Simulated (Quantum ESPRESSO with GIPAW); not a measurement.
# Octahedral tilting in SrTiO3 seen by 47Ti

Starting from the cubic perovskite, neighbouring octahedra are turned by θ about [001] in opposite senses, in all three directions (tilt system a⁰a⁰c⁻). The cell and the cations are held, so the in-plane bonds lengthen as 1/cos θ. GIPAW with PBEsol and plane-wave PAW files from pslibrary 1.0.0 recipes (Ti spn, Sr spn, O n), cutoffs 60 and 576 Ry, a 5×5×5 mesh in every shielding run (Quantum ESPRESSO with GIPAW, a patched development version), without spin-orbit coupling. The atoms are held where the series puts them. The cells were built for this series from an entry of the Crystallography Open Database, taken as a prototype, and need not be stable phases.

One member of the series, SrTiO3 (I4/mcm) at 6 °, as used in the shielding run:

```xyz
10
Lattice="0.0000 3.9050 3.9050 3.9050 0.0000 3.9050 3.9050 3.9050 0.0000" Properties=species:S:1:pos:R:3 pbc="T T T"
Ti    0.0000    0.0000    0.0000
Ti    3.9050    3.9050    3.9050
Sr    1.9525    1.9525    1.9525
Sr    5.8575    5.8575    5.8575
O     1.9525    4.1102    3.9050
O     3.6998    1.9525    3.9050
O     3.9050    3.9050    1.9525
O     5.8575    3.6998    3.9050
O     4.1102    5.8575    3.9050
O     3.9050    3.9050    5.8575
```

```csv
angle θ (°),θ² (deg²),mean bond at Ti (Å),σ_iso of Ti (ppm)
0,0.00,1.9525,-271.76
1.5,2.25,1.9529,-272.11
3,9.00,1.9543,-273.21
4.5,20.25,1.9565,?
6,36.00,1.9597,-277.88
7.5,56.25,1.9637,-281.70
9,81.00,1.9687,-286.73
10.5,110.25,1.9747,-293.20
12,144.00,1.9816,-301.35
```

**Task.** Fit σ_iso of Ti against x, the square of the angle in deg²; judge whether a straight line is enough, and predict the withheld row (x = 20.25 deg²).

1. The 8 known rows give Σx = 438.75, Σy = -2257.94, Σx² = 43998.1875 and Σxy = -127865.2725.

2. Slope b = (nΣxy − ΣxΣy)/(nΣx² − (Σx)²) = -0.20222 and intercept a = (Σy − bΣx)/n = -271.152 ppm.

3. Residuals y − a − bx, in the order of the table: -0.61, -0.50, -0.24, +0.55, +0.83, +0.80, +0.25, -1.08 ppm; r.m.s. 0.66 ppm, R² = 0.996. They bend, and a quadratic term takes most of them away: y = -271.75646 − 0.1583451 x − 3.27615e-4 x², r.m.s. 0.0027 ppm.

4. At x = 20.25 deg², inside the fitted range, the line gives -275.25 ppm and the parabola -275.10 ppm.

5. The run gives -275.10 ppm. The line misses by -0.15 ppm, the parabola by less than the last digit shown; that is within twice the r.m.s. of the parabola. Verdict: a line is not enough; the parabola both fits and predicts better.

Between neighbouring rows of the full table the slope is -1.6 ppm for 10 deg² of θ² at the low end and -2.4 at the high end. Turning by −θ gives the same structure shifted by one cell, so a mean over an element is even in θ: hence the fit against θ². The macroscopic shape term is left out. It is common to all sites of a cell; for a sphere, judged roughly from the xx and yy parts of the valence susceptibility, it lies between 4.4 and 5.4 ppm in these runs.

[Logs are printed without paths, hosts, clocks, repeated set-up lines and the standing remarks that a program may print on its own settings, such as how far it seeks lower states.]

[Hosts, paths, dates, database ids (printed as entryN), source tags and the programs' standing remarks are cut or masked in the printed files.]
